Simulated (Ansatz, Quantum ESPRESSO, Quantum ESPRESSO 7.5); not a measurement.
**Complex bands of AlN, zinc blende type, lattice constant set to 4.312 Å**

Wanted: the complex band structure of AlN, zinc blende type, lattice constant set to 4.312 Å, as for a tunnel barrier.

Calculated with Quantum ESPRESSO 7.5; plane-wave DFT, LDA, GBRV ultrasoft pseudopotentials (cross-check by Ansatz 0.2.0 with PAW datasets).

Report form: the programs' logs are mostly left out.

The structure was built from a prototype and need not be the compound's stable phase.

**1. The starting structure**

The structure is cubic, space group F-43m (No. 216). Conventional cell: a = 4.312 Å, b = 4.312 Å, c = 4.312 Å, α = 90.00°, β = 90.00°, γ = 90.00°. Al has 4 N at 1.87 Å nearest. Nearest to N lie 4 Al at 1.87 Å. Farther neighbours and most contacts between anions are not listed.

Structure file:

```cif
data_structure
_symmetry_space_group_name_H-M 'P 1'
_symmetry_Int_Tables_number 1
_cell_length_a 3.0490
_cell_length_b 3.0490
_cell_length_c 4.3120
_cell_angle_alpha 90.000
_cell_angle_beta 90.000
_cell_angle_gamma 90.000
_cell_volume 40.09
loop_
_atom_site_label
_atom_site_type_symbol
_atom_site_fract_x
_atom_site_fract_y
_atom_site_fract_z
_atom_site_occupancy
Al1 Al 0.00000 0.00000 0.00000 1
N2 N 0.50000 0.00000 0.25000 1
Al3 Al 0.50000 0.50000 0.50000 1
N4 N 0.00000 0.50000 0.75000 1
```

**2. SCF with pw.x**

pwcond needs a cell whose third axis lies along the current and stands perpendicular to the other two.

File scf.in:

```
&control
  prefix = 'scf'
  outdir = './out'
  pseudo_dir = './pseudo'
  calculation = 'scf'
  tprnfor = .true.
/
&system
  ibrav = 0
  nat = 4
  ntyp = 2
  ecutwfc = 40
  ecutrho = 200
  occupations = 'fixed'
  nbnd = 12
/
&electrons
  conv_thr = 1e-09
  mixing_beta = 0.6
  electron_maxstep = 120
/
ATOMIC_SPECIES
  Al  26.9815  al_lda_v1.uspp.F.UPF
  N   14.0070  n_lda_v1.2.uspp.F.UPF
CELL_PARAMETERS angstrom
  3.04904444047639 0.00000000000000 0.00000000000000
  0.00000000000000 3.04904444047639 0.00000000000000
  0.00000000000000 0.00000000000000 4.31200000000000
ATOMIC_POSITIONS crystal
  Al  0.000000000000 0.000000000000 0.000000000000
  N   0.500000000000 0.000000000000 0.250000000000
  Al  0.500000000000 0.500000000000 0.500000000000
  N   0.000000000000 0.500000000000 0.750000000000
K_POINTS automatic
  8 8 6 0 0 0
```

Command:

```bash
$ OMP_NUM_THREADS=1 mpirun -n 2 pw.x -nk 2 -in scf.in > scf.out
```

The job ended after 9.6 s (2 MPI ranks of Arm Neoverse V1, shared host; peak memory 0.12 GiB).

Read from the output:

| Item | Value |
| --- | --- |
| free energy | -735.2338 eV |
| valence top, on the run's zero | 7.081 eV |
| conduction bottom, on the run's zero | 10.32 eV |
| gap by band count | 3.235 eV |

The run needed 15 iterations to bring the estimated error under 1e-09 Ry.

**3. Complex bands with pwcond.x**

ikind = 0 solves one period of the crystal for all kz, real and complex, at each energy and k across. ewind and epsproj trim the two-dimensional plane-wave basis; nz1 sets the subslabs.

File cbs.in:

```
&inputcond
  outdir = './out'
  prefixl = 'scf'
  band_file = 'cbs'
  ikind = 0
  ewind = 4.0
  epsproj = 1e-05
  nz1 = 7
  energy0 = 4.48
  denergy = -0.16
/
4
  0.00000000 0.00000000 1.00000000
  0.50000000 0.00000000 1.00000000
  0.50000000 0.50000000 1.00000000
  0.25000000 0.00000000 1.00000000
41
```

Command:

```bash
$ OMP_NUM_THREADS=1 mpirun -n 2 pwcond.x -in cbs.in > cbs.out
```

The job ended after 52 s (2 MPI ranks; peak memory 0.1 GiB; 1.7 min of CPU time).

This step gave:

| Quantity | Value |
| --- | --- |
| peak of the smallest κ at the zone centre | 0.304 Å⁻¹ |
| energy of the peak at the zone centre | 2.08 eV |
| peak of the smallest κ at (1/2, 1/2) | 0.363 Å⁻¹ |

K across = (0, 0) in the cell's reciprocal vectors; values within 0.0025 1/Å of each other count once, columns are sorted by size at each energy, a dash where no further value was kept. The Im kz of the slowest decaying states by energy, zero at the highest filled level of the SCF mesh:

| energy (eV) | decay 1 (Å⁻¹) | decay 2 (Å⁻¹) | decay 3 (Å⁻¹) |
| --- | --- | --- | --- |
| -1.92 | 0.133 | 0.137 | 0.796 |
| -1.76 | 0.783 | 1.64 | 2.31 |
| -1.44 | 0.757 | 1.62 | 2.29 |
| -1.28 | 0.744 | 1.60 | 2.28 |
| -0.96 | 0.718 | 1.58 | 2.26 |
| -0.80 | 0.704 | 1.57 | 2.25 |
| -0.64 | 0.691 | 1.56 | 2.24 |
| -0.32 | 0.663 | 1.53 | 2.22 |
| -0.16 | 0.648 | 1.52 | 2.21 |
| 0.00 | 0.019 | 0.634 | 1.51 |
| 0.32 | 0.162 | 0.326 | 0.603 |
| 0.48 | 0.194 | 0.392 | 0.588 |
| 0.80 | 0.238 | 0.489 | 0.554 |
| 0.96 | 0.254 | 0.527 | 0.537 |
| 1.12 | 0.267 | 0.519 | 0.559 |
| 1.44 | 0.287 | 0.48 | 0.614 |
| 1.60 | 0.293 | 0.459 | 0.637 |
| 1.76 | 0.298 | 0.437 | 0.658 |
| 2.08 | 0.304 | 0.389 | 0.694 |
| 2.24 | 0.304 | 0.362 | 0.709 |
| 2.56 | 0.3 | 0.737 | 1.28 |
| 2.72 | 0.263 | 0.297 | 0.748 |
| 2.88 | 0.219 | 0.291 | 0.759 |
| 3.20 | 0.069 | 0.276 | 0.778 |
| 3.36 | 0.265 | 0.786 | 1.20 |
| 3.52 | 0.252 | 0.794 | 1.18 |
| 3.84 | 0.219 | 0.807 | 1.15 |
| 4.00 | 0.196 | 0.812 | 1.13 |
| 4.32 | 0.131 | 0.822 | 1.09 |
| 4.48 | 0.07 | 0.825 | 1.07 |

K across = (0, 0) in the cell's reciprocal vectors. Table of Re kz of states that move upwards by energy, zero at the highest filled level of the SCF mesh:

| energy (eV) | channel 1 (Å⁻¹) | channel 2 (Å⁻¹) | channel 3 (Å⁻¹) |
| --- | --- | --- | --- |
| -1.92 | -0.525 | - | - |
| -1.76 | -0.493 | 0.266 | 0.268 |
| -1.60 | -0.461 | 0.405 | 0.407 |
| -1.44 | -0.429 | 0.512 | 0.513 |
| -1.28 | -0.397 | 0.604 | 0.605 |
| -1.12 | -0.364 | 0.688 | 0.689 |
| -0.96 | -0.689 | -0.688 | -0.330 |
| -0.64 | -0.532 | -0.531 | -0.259 |
| -0.48 | -0.449 | -0.448 | -0.219 |
| -0.32 | -0.359 | -0.357 | -0.175 |
| -0.16 | -0.249 | -0.247 | -0.120 |
| 0.00 | -0.0357 | -0.0170 | - |
| 0.16 | - | - | - |
| 0.32 | - | - | - |
| 0.48 | - | - | - |
| 0.64 | - | - | - |
| 0.80 | - | - | - |
| 0.96 | - | - | - |
| 1.12 | - | - | - |
| 1.44 | - | - | - |
| 1.60 | - | - | - |
| 1.76 | - | - | - |
| 1.92 | - | - | - |
| 2.08 | - | - | - |
| 2.24 | - | - | - |
| 2.40 | - | - | - |
| 2.56 | - | - | - |
| 2.72 | - | - | - |
| 2.88 | - | - | - |
| 3.04 | - | - | - |
| 3.20 | - | - | - |
| 3.52 | 0.199 | - | - |
| 3.68 | 0.250 | - | - |
| 3.84 | 0.293 | - | - |
| 4.00 | 0.331 | - | - |
| 4.16 | 0.365 | - | - |
| 4.32 | 0.398 | - | - |
| 4.48 | 0.429 | - | - |

K across = (1/2, 0) in the cell's reciprocal vectors; values within 0.0025 1/Å of each other count once, columns are sorted by size at each energy, a dash where no further value was kept. Table of Im kz of the slowest decaying states by energy, zero at the highest filled level of the SCF mesh:

| energy (eV) | decay 1 (Å⁻¹) | decay 2 (Å⁻¹) | decay 3 (Å⁻¹) |
| --- | --- | --- | --- |
| -1.92 | 1.20 | 1.54 | 2.52 |
| -1.76 | 1.16 | 1.53 | 2.51 |
| -1.60 | 1.11 | 1.51 | 2.50 |
| -1.44 | 1.06 | 1.50 | 2.50 |
| -1.28 | 1.01 | 1.48 | 2.49 |
| -1.12 | 0.941 | 1.47 | 2.48 |
| -0.96 | 0.856 | 1.45 | 2.47 |
| -0.64 | 0.501 | 1.42 | 2.46 |
| -0.48 | 0.067 | 0.354 | 1.41 |
| -0.32 | 0.157 | 0.659 | 1.39 |
| -0.16 | 0.21 | 0.775 | 1.37 |
| 0.00 | 0.25 | 0.846 | 1.36 |
| 0.16 | 0.283 | 0.895 | 1.34 |
| 0.32 | 0.311 | 0.932 | 1.32 |
| 0.48 | 0.335 | 0.96 | 1.31 |
| 0.64 | 0.357 | 0.982 | 1.29 |
| 0.80 | 0.377 | 1 | 1.27 |
| 0.96 | 0.394 | 1.01 | 1.26 |
| 1.12 | 0.41 | 1.03 | 1.24 |
| 1.44 | 0.438 | 1.04 | 1.21 |
| 1.60 | 0.45 | 1.05 | 1.19 |
| 1.76 | 0.461 | 1.05 | 1.17 |
| 1.92 | 0.471 | 1.06 | 1.15 |
| 2.08 | 0.48 | 1.06 | 1.13 |
| 2.24 | 0.488 | 1.06 | 1.11 |
| 2.40 | 0.495 | 1.06 | 1.10 |
| 2.56 | 0.501 | 1.06 | 1.08 |
| 2.72 | 0.507 | 1.06 | 2.27 |
| 2.88 | 0.511 | 1.04 | 1.06 |
| 3.04 | 0.515 | 1.02 | 1.05 |
| 3.20 | 0.518 | 1.00 | 1.05 |
| 3.52 | 0.522 | 0.962 | 1.04 |
| 3.68 | 0.523 | 0.942 | 1.04 |
| 3.84 | 0.523 | 0.922 | 1.03 |
| 4.00 | 0.522 | 0.901 | 1.03 |
| 4.16 | 0.52 | 0.881 | 1.02 |
| 4.32 | 0.518 | 0.86 | 1.02 |
| 4.48 | 0.515 | 0.839 | 1.01 |

K across = (1/2, 1/2) in the cell's reciprocal vectors; values within 0.0025 1/Å of each other count once, columns are sorted by size at each energy, a dash where no further value was kept. Im kz of the slowest decaying states against energy, zero at the highest filled level of the SCF mesh:

| energy (eV) | decay 1 (Å⁻¹) | decay 2 (Å⁻¹) | decay 3 (Å⁻¹) |
| --- | --- | --- | --- |
| -1.92 | 2.40 | 2.58 | - |
| -1.76 | 0.142 | 0.147 | - |
| -1.44 | 0.244 | 0.267 | 2.37 |
| -1.28 | 0.273 | 0.307 | 2.36 |
| -0.96 | 0.313 | 0.367 | - |
| -0.80 | 0.328 | 0.392 | 2.33 |
| -0.64 | 0.339 | 0.413 | 2.32 |
| -0.32 | 0.354 | 0.449 | 2.3 |
| -0.16 | 0.358 | 0.464 | 2.29 |
| 0.00 | 0.362 | 0.477 | 2.28 |
| 0.32 | 0.363 | 0.501 | 2.26 |
| 0.48 | 0.362 | 0.51 | 2.25 |
| 0.80 | 0.356 | 0.527 | 2.23 |
| 0.96 | 0.351 | 0.534 | 2.21 |
| 1.12 | 0.345 | 0.54 | 2.20 |
| 1.44 | 0.33 | 0.551 | 2.18 |
| 1.60 | 0.32 | 0.555 | 2.17 |
| 1.76 | 0.309 | 0.558 | 2.16 |
| 2.08 | 0.282 | 0.564 | 2.14 |
| 2.24 | 0.265 | 0.565 | 2.13 |
| 2.56 | 0.225 | 0.567 | 2.10 |
| 2.72 | 0.199 | 0.567 | 2.09 |
| 2.88 | 0.167 | 0.567 | 2.08 |
| 3.20 | 0.054 | 0.565 | 2.06 |
| 3.36 | 0.563 | 2.04 | 2.33 |
| 3.52 | 0.561 | 2.03 | 2.32 |
| 3.84 | 0.555 | 2.01 | 2.31 |
| 4.00 | 0.552 | 2.00 | 2.30 |
| 4.32 | 0.543 | 1.97 | 2.29 |
| 4.48 | 0.538 | 1.96 | 2.28 |

K across = (1/4, 0) in the cell's reciprocal vectors; values within 0.0025 1/Å of each other count once, columns are sorted by size at each energy, a dash where no further value was kept. The Im kz of the slowest decaying states by energy, zero at the highest filled level of the SCF mesh:

| energy (eV) | decay 1 (Å⁻¹) | decay 2 (Å⁻¹) | decay 3 (Å⁻¹) |
| --- | --- | --- | --- |
| -1.92 | 0.139 | 0.536 | 1.21 |
| -1.76 | 0.158 | 0.437 | 1.19 |
| -1.44 | 0.173 | 1.15 | 1.81 |
| -1.28 | 0.17 | 1.13 | 1.79 |
| -0.96 | 0.132 | 1.10 | 1.76 |
| -0.80 | 0.078 | 1.08 | 1.75 |
| -0.64 | 1.06 | 1.73 | 1.84 |
| -0.32 | 1.02 | 1.70 | 1.82 |
| -0.16 | 0.133 | 1.00 | 1.68 |
| 0.00 | 0.165 | 0.206 | 0.983 |
| 0.32 | 0.295 | 0.431 | 0.944 |
| 0.48 | 0.327 | 0.507 | 0.925 |
| 0.80 | 0.379 | 0.622 | 0.886 |
| 0.96 | 0.4 | 0.669 | 0.866 |
| 1.12 | 0.419 | 0.71 | 0.847 |
| 1.44 | 0.451 | 0.783 | 0.807 |
| 1.60 | 0.464 | 0.787 | 0.816 |
| 1.76 | 0.476 | 0.767 | 0.847 |
| 2.08 | 0.497 | 0.726 | 0.907 |
| 2.24 | 0.505 | 0.705 | 0.936 |
| 2.56 | 0.519 | 0.662 | 1 |
| 2.72 | 0.524 | 0.64 | 1.04 |
| 2.88 | 0.529 | 0.618 | 1.09 |
| 3.20 | 0.535 | 0.571 | 1.15 |
| 3.36 | 0.537 | 0.546 | 1.15 |
| 3.52 | 0.521 | 0.538 | 1.14 |
| 3.84 | 0.466 | 0.538 | 1.13 |
| 4.00 | 0.436 | 0.536 | 1.13 |
| 4.32 | 0.369 | 0.531 | 1.12 |
| 4.48 | 0.331 | 0.526 | 1.11 |

**4. Complex bands with pwcond.x, with epsproj = 0.001**

How much does a setting matter? One run is repeated with a change.

cbs.w.in is the input of step 3 with these lines changed:

```diff
@@ -3,6 +3,6 @@
   prefixl = 'scf'
-  band_file = 'cbs'
+  band_file = 'cbs.w'
   ikind = 0
   ewind = 4.0
-  epsproj = 1e-05
+  epsproj = 0.001
   nz1 = 7
```

Command:

```bash
$ OMP_NUM_THREADS=1 mpirun -n 2 pwcond.x -in cbs.w.in > cbs.w.out
```

The job ended after 20 s (2 MPI ranks; peak memory 0.09 GiB; 41 s of CPU time).

The changed values were drawn from a wide range, not chosen for quality; the comparison shows what they did here together.

Beside the run it was changed from:

| quantity | this run | unchanged run | difference |
| --- | --- | --- | --- |
| peak of the smallest κ at the zone centre (Å⁻¹) | 0.304 | 0.304 | 0 |
| peak of the smallest κ at (1/2, 1/2) (Å⁻¹) | 0.363 | 0.363 | 0 |
| wall time (s) | 20 | 52 |  |

The physical values in this table stay within 0.05 %.

**5. The same in Ansatz**

As a check, the same structure is run in Ansatz.

Level of this step: plane-wave DFT, LDA, Ansatz PAW (Ansatz 0.2.0).

File input.yaml:

```yaml
crystal:
  lattice:
    - [3.0490444405, 0.0, 0.0]
    - [0.0, 3.0490444405, 0.0]
    - [0.0, 0.0, 4.312]
  atoms:
    - { symbol: Al, position: [0.0, 0.0, 0.0] }
    - { symbol: "N", position: [0.5, 0.0, 0.25] }
    - { symbol: Al, position: [0.5, 0.5, 0.5] }
    - { symbol: "N", position: [0.0, 0.5, 0.75] }
kpoints:
  mp_grid: { grid: [8, 8, 6] }
hamiltonian:
  xc: lda
scf:
  occupations: { method: fixed }
  convergence: { dr2_threshold: 1.0e-09 }
output:
  transmission:
    leads: [[0, 0]]
    kpoints: [[0, 0], [0.5, 0], [0.5, 0.5], [0.25, 0]]
    e_range: [-1.92, 4.48]
    de: 0.16
```

Command:

```bash
$ ansatz run input.yaml --threads 2 --pin off --max-ram 4096MiB --backend cpu --events-out ev --progress --plain --runs-dir out
```

Elapsed: 5.5 s, on 2 threads; peak memory 0.29 GiB; 11 s of CPU time.

This step gave:

| Item | Value |
| --- | --- |
| free energy | -1779.6116 eV |
| gap by band count | 3.261 eV |
| symmetry operations | 16 |
| slowest decay at the grid energy nearest mid-gap | 0.2942 Å⁻¹ |
| peak of the smallest κ at the zone centre | 0.3056 Å⁻¹ |
| energy of the peak at the zone centre | 2.24 eV |
| peak of the smallest κ at (1/2, 1/2) | 0.3639 Å⁻¹ |
| valence top, on the run's zero | 7.087 eV |

K across = (0, 0) in the cell's reciprocal vectors; values within 0.0025 1/Å of each other count once, columns are sorted by size at each energy, a dash where no further value was kept. The Im kz of the slowest decaying states by energy, zero at the highest filled level of the SCF mesh:

| energy (eV) | decay 1 (Å⁻¹) | decay 2 (Å⁻¹) | decay 3 (Å⁻¹) |
| --- | --- | --- | --- |
| -1.92 | 0.230 | 0.792 | - |
| -1.76 | 0.780 | - | - |
| -1.60 | 0.767 | - | - |
| -1.44 | 0.754 | - | - |
| -1.28 | 0.742 | - | - |
| -1.12 | 0.729 | - | - |
| -0.96 | 0.716 | - | - |
| -0.64 | 0.689 | - | - |
| -0.48 | 0.676 | - | - |
| -0.32 | 0.662 | - | - |
| -0.16 | 0.648 | - | - |
| 0.00 | 0.0121 | 0.0189 | 0.633 |
| 0.16 | 0.117 | 0.241 | 0.618 |
| 0.32 | 0.162 | 0.333 | 0.603 |
| 0.48 | 0.194 | 0.400 | 0.588 |
| 0.64 | 0.218 | 0.453 | 0.571 |
| 0.80 | 0.238 | 0.497 | 0.555 |
| 0.96 | 0.254 | 0.535 | 1.42 |
| 1.12 | 0.268 | 0.519 | 0.568 |
| 1.44 | 0.287 | 0.481 | 0.623 |
| 1.60 | 0.294 | 0.461 | 0.646 |
| 1.76 | 0.299 | 0.439 | 0.667 |
| 1.92 | 0.303 | 0.416 | 0.686 |
| 2.08 | 0.305 | 0.392 | 0.703 |
| 2.24 | 0.306 | 0.365 | 0.718 |
| 2.40 | 0.305 | 0.336 | 0.732 |
| 2.56 | 0.302 | 0.745 | 1.27 |
| 2.72 | 0.268 | 0.299 | 0.757 |
| 2.88 | 0.226 | 0.294 | 0.768 |
| 3.04 | 0.173 | 0.287 | 0.778 |
| 3.20 | 0.0910 | 0.278 | 0.787 |
| 3.52 | 0.256 | 0.802 | 1.18 |
| 3.68 | 0.241 | 0.809 | 1.16 |
| 3.84 | 0.223 | 0.815 | 1.14 |
| 4.00 | 0.202 | 0.821 | 1.13 |
| 4.16 | 0.175 | 0.826 | 1.11 |
| 4.32 | 0.141 | 0.830 | 1.09 |
| 4.48 | 0.0884 | 0.834 | 1.07 |

K across = (0, 0) in the cell's reciprocal vectors. Re kz of states that move upwards against energy, zero at the highest filled level of the SCF mesh:

| energy (eV) | channel 1 (Å⁻¹) | channel 2 (Å⁻¹) | channel 3 (Å⁻¹) |
| --- | --- | --- | --- |
| -1.92 | -0.527 | - | - |
| -1.76 | -0.495 | 0.197 | 0.197 |
| -1.60 | -0.463 | 0.366 | 0.366 |
| -1.44 | -0.431 | 0.483 | 0.483 |
| -1.28 | -0.398 | 0.582 | 0.582 |
| -1.12 | -0.365 | 0.670 | 0.670 |
| -0.96 | -0.703 | -0.703 | -0.331 |
| -0.64 | -0.541 | -0.541 | -0.260 |
| -0.48 | -0.456 | -0.456 | -0.220 |
| -0.32 | -0.363 | -0.363 | -0.176 |
| -0.16 | -0.250 | -0.250 | -0.122 |
| 0.00 | - | - | - |
| 0.16 | - | - | - |
| 0.32 | - | - | - |
| 0.48 | - | - | - |
| 0.64 | - | - | - |
| 0.80 | - | - | - |
| 0.96 | - | - | - |
| 1.12 | - | - | - |
| 1.44 | - | - | - |
| 1.60 | - | - | - |
| 1.76 | - | - | - |
| 1.92 | - | - | - |
| 2.08 | - | - | - |
| 2.24 | - | - | - |
| 2.40 | - | - | - |
| 2.56 | - | - | - |
| 2.72 | - | - | - |
| 2.88 | - | - | - |
| 3.04 | - | - | - |
| 3.20 | - | - | - |
| 3.52 | 0.189 | - | - |
| 3.68 | 0.241 | - | - |
| 3.84 | 0.285 | - | - |
| 4.00 | 0.324 | - | - |
| 4.16 | 0.359 | - | - |
| 4.32 | 0.391 | - | - |
| 4.48 | 0.422 | - | - |

K across = (1/2, 0) in the cell's reciprocal vectors; values within 0.0025 1/Å of each other count once, columns are sorted by size at each energy, a dash where no further value was kept. The Im kz of the slowest decaying states by energy, zero at the highest filled level of the SCF mesh:

| energy (eV) | decay 1 (Å⁻¹) | decay 2 (Å⁻¹) | decay 3 (Å⁻¹) |
| --- | --- | --- | --- |
| -1.92 | 1.22 | - | - |
| -1.76 | 1.18 | - | - |
| -1.60 | 1.14 | - | - |
| -1.44 | 1.09 | 1.49 | - |
| -1.28 | 1.04 | 1.48 | - |
| -1.12 | 0.970 | 1.46 | - |
| -0.96 | 0.889 | 1.45 | - |
| -0.64 | 0.576 | 1.42 | - |
| -0.48 | 0.0331 | 0.189 | 1.40 |
| -0.32 | 0.147 | 0.644 | 1.39 |
| -0.16 | 0.203 | 0.774 | 1.37 |
| 0.00 | 0.245 | 0.850 | 1.35 |
| 0.16 | 0.279 | 0.902 | 1.34 |
| 0.32 | 0.308 | 0.940 | 1.32 |
| 0.48 | 0.333 | 0.969 | 1.31 |
| 0.64 | 0.356 | 0.992 | 1.29 |
| 0.80 | 0.375 | 1.01 | 1.27 |
| 0.96 | 0.393 | 1.02 | 1.26 |
| 1.12 | 0.410 | 1.04 | 1.24 |
| 1.44 | 0.438 | 1.05 | 1.20 |
| 1.60 | 0.450 | 1.06 | 1.19 |
| 1.76 | 0.462 | 1.06 | 1.17 |
| 1.92 | 0.472 | 1.07 | 1.15 |
| 2.08 | 0.481 | 1.07 | 1.13 |
| 2.24 | 0.489 | 1.07 | 1.11 |
| 2.40 | 0.496 | 1.07 | 1.10 |
| 2.56 | 0.503 | 1.07 | 1.08 |
| 2.72 | 0.509 | 1.06 | 1.07 |
| 2.88 | 0.514 | 1.04 | 1.07 |
| 3.04 | 0.518 | 1.02 | 1.07 |
| 3.20 | 0.521 | 1.00 | 1.06 |
| 3.52 | 0.525 | 0.963 | 1.05 |
| 3.68 | 0.526 | 0.943 | 1.05 |
| 3.84 | 0.527 | 0.923 | 1.04 |
| 4.00 | 0.526 | 0.903 | 1.04 |
| 4.16 | 0.525 | 0.883 | 1.03 |
| 4.32 | 0.522 | 0.862 | 1.03 |
| 4.48 | 0.519 | 0.841 | 1.02 |

K across = (1/2, 1/2) in the cell's reciprocal vectors; values within 0.0025 1/Å of each other count once, columns are sorted by size at each energy, a dash where no further value was kept. Table of Im kz of the slowest decaying states by energy, zero at the highest filled level of the SCF mesh:

| energy (eV) | decay 1 (Å⁻¹) | decay 2 (Å⁻¹) |
| --- | --- | --- |
| -1.92 | - | - |
| -1.76 | 0.105 | 0.108 |
| -1.44 | 0.231 | 0.251 |
| -1.28 | 0.264 | 0.294 |
| -0.96 | 0.308 | 0.358 |
| -0.80 | 0.324 | 0.384 |
| -0.64 | 0.336 | 0.406 |
| -0.32 | 0.353 | 0.443 |
| -0.16 | 0.358 | 0.459 |
| 0.00 | 0.361 | 0.473 |
| 0.32 | 0.364 | 0.497 |
| 0.48 | 0.363 | 0.508 |
| 0.80 | 0.358 | 0.525 |
| 0.96 | 0.353 | 0.533 |
| 1.12 | 0.347 | 0.539 |
| 1.44 | 0.332 | 0.550 |
| 1.60 | 0.323 | 0.555 |
| 1.76 | 0.312 | 0.558 |
| 2.08 | 0.285 | 0.564 |
| 2.24 | 0.269 | 0.566 |
| 2.56 | 0.229 | 0.568 |
| 2.72 | 0.204 | 0.569 |
| 2.88 | 0.173 | 0.569 |
| 3.20 | 0.0712 | 0.567 |
| 3.36 | 0.566 | - |
| 3.52 | 0.564 | - |
| 3.84 | 0.558 | - |
| 4.00 | 0.555 | - |
| 4.32 | 0.547 | - |
| 4.48 | 0.542 | - |

K across = (1/4, 0) in the cell's reciprocal vectors; values within 0.0025 1/Å of each other count once, columns are sorted by size at each energy, a dash where no further value was kept. Table of Im kz of the slowest decaying states by energy, zero at the highest filled level of the SCF mesh:

| energy (eV) | decay 1 (Å⁻¹) | decay 2 (Å⁻¹) | decay 3 (Å⁻¹) |
| --- | --- | --- | --- |
| -1.92 | 0.138 | 0.573 | 1.20 |
| -1.76 | 0.159 | 0.480 | 1.18 |
| -1.44 | 0.144 | 0.175 | 1.15 |
| -1.28 | 0.173 | 1.13 | - |
| -0.96 | 0.139 | 1.09 | - |
| -0.80 | 0.0910 | 1.07 | - |
| -0.64 | 1.06 | - | - |
| -0.32 | 1.02 | - | - |
| -0.16 | 0.125 | 0.999 | - |
| 0.00 | 0.153 | 0.202 | 0.980 |
| 0.32 | 0.294 | 0.432 | 0.942 |
| 0.48 | 0.327 | 0.510 | 0.923 |
| 0.80 | 0.379 | 0.626 | 0.884 |
| 0.96 | 0.401 | 0.673 | 0.865 |
| 1.12 | 0.420 | 0.715 | 0.845 |
| 1.44 | 0.453 | 0.788 | 0.806 |
| 1.60 | 0.466 | 0.786 | 0.821 |
| 1.76 | 0.478 | 0.766 | 0.852 |
| 2.08 | 0.499 | 0.725 | 0.912 |
| 2.24 | 0.508 | 0.705 | 0.941 |
| 2.56 | 0.522 | 0.662 | 1.00 |
| 2.72 | 0.527 | 0.641 | 1.04 |
| 2.88 | 0.532 | 0.618 | 1.09 |
| 3.20 | 0.539 | 0.572 | 1.16 |
| 3.36 | 0.541 | 0.547 | 1.16 |
| 3.52 | 0.522 | 0.542 | 1.15 |
| 3.84 | 0.468 | 0.542 | 1.14 |
| 4.00 | 0.439 | 0.541 | 1.14 |
| 4.32 | 0.373 | 0.535 | 1.13 |
| 4.48 | 0.335 | 0.531 | 1.12 |

**6. The arithmetic**

T falls as exp(−2κd). With κ = 0.294 1/Å, 10 Å of barrier pass exp(−2 × 0.294 × 10) = 0.0028 of that channel, interfaces aside.

**7. Outcome**

```json
{
  "gap on the SCF mesh": "3.23 eV",
  "smallest κ at mid-gap among the four k points, at the zone centre": "0.294 Å⁻¹",
  "peak of the smallest κ in the stop band at the zone centre": "0.304 Å⁻¹",
  "peak of the smallest κ in the stop band at (1/2, 1/2)": "0.363 Å⁻¹",
  "energy of the peak at the zone centre, over the highest filled level": "2.08 eV",
  "peak at the zone centre by Ansatz": "0.306 Å⁻¹"
}
```

With a gap of 3.23 eV on the mesh, the smallest κ at mid-gap among the four k points, at the zone centre is 0.294 Å⁻¹ (LDA, GBRV ultrasoft). For a barrier with the Fermi level at mid-gap the slowest state found, at the zone centre, loses a factor of ten in probability every 3.9 Å or so. Stop bands away from the zone centre are mostly wider than the gap, so their peaks can lie above the conduction bottom. At the zone centre pwcond's peak is 0.304 and Ansatz's 0.306 1/Å, 1 % apart. The cell is the a/√2 one, turned by 45°, with two primitive cells, so X along [001] folds onto kz = 0. A semilocal gap is too small, often by a third to a half and by more in narrow-gap crystals, so real barriers decay faster.

[Logs are printed without paths, hosts, clocks, repeated set-up lines and the standing remarks that a program may print on its own settings, such as how far it seeks lower states.]

[Hosts, paths, dates, database ids (printed as entryN), source tags and the programs' standing remarks are cut or masked in the printed files.]

[Maps of the electrostatic potential energy from Ansatz leave out the sawtooth potential of an applied field or a dipole correction, so their vacuum need not be flat; planar profiles and work functions include it.]
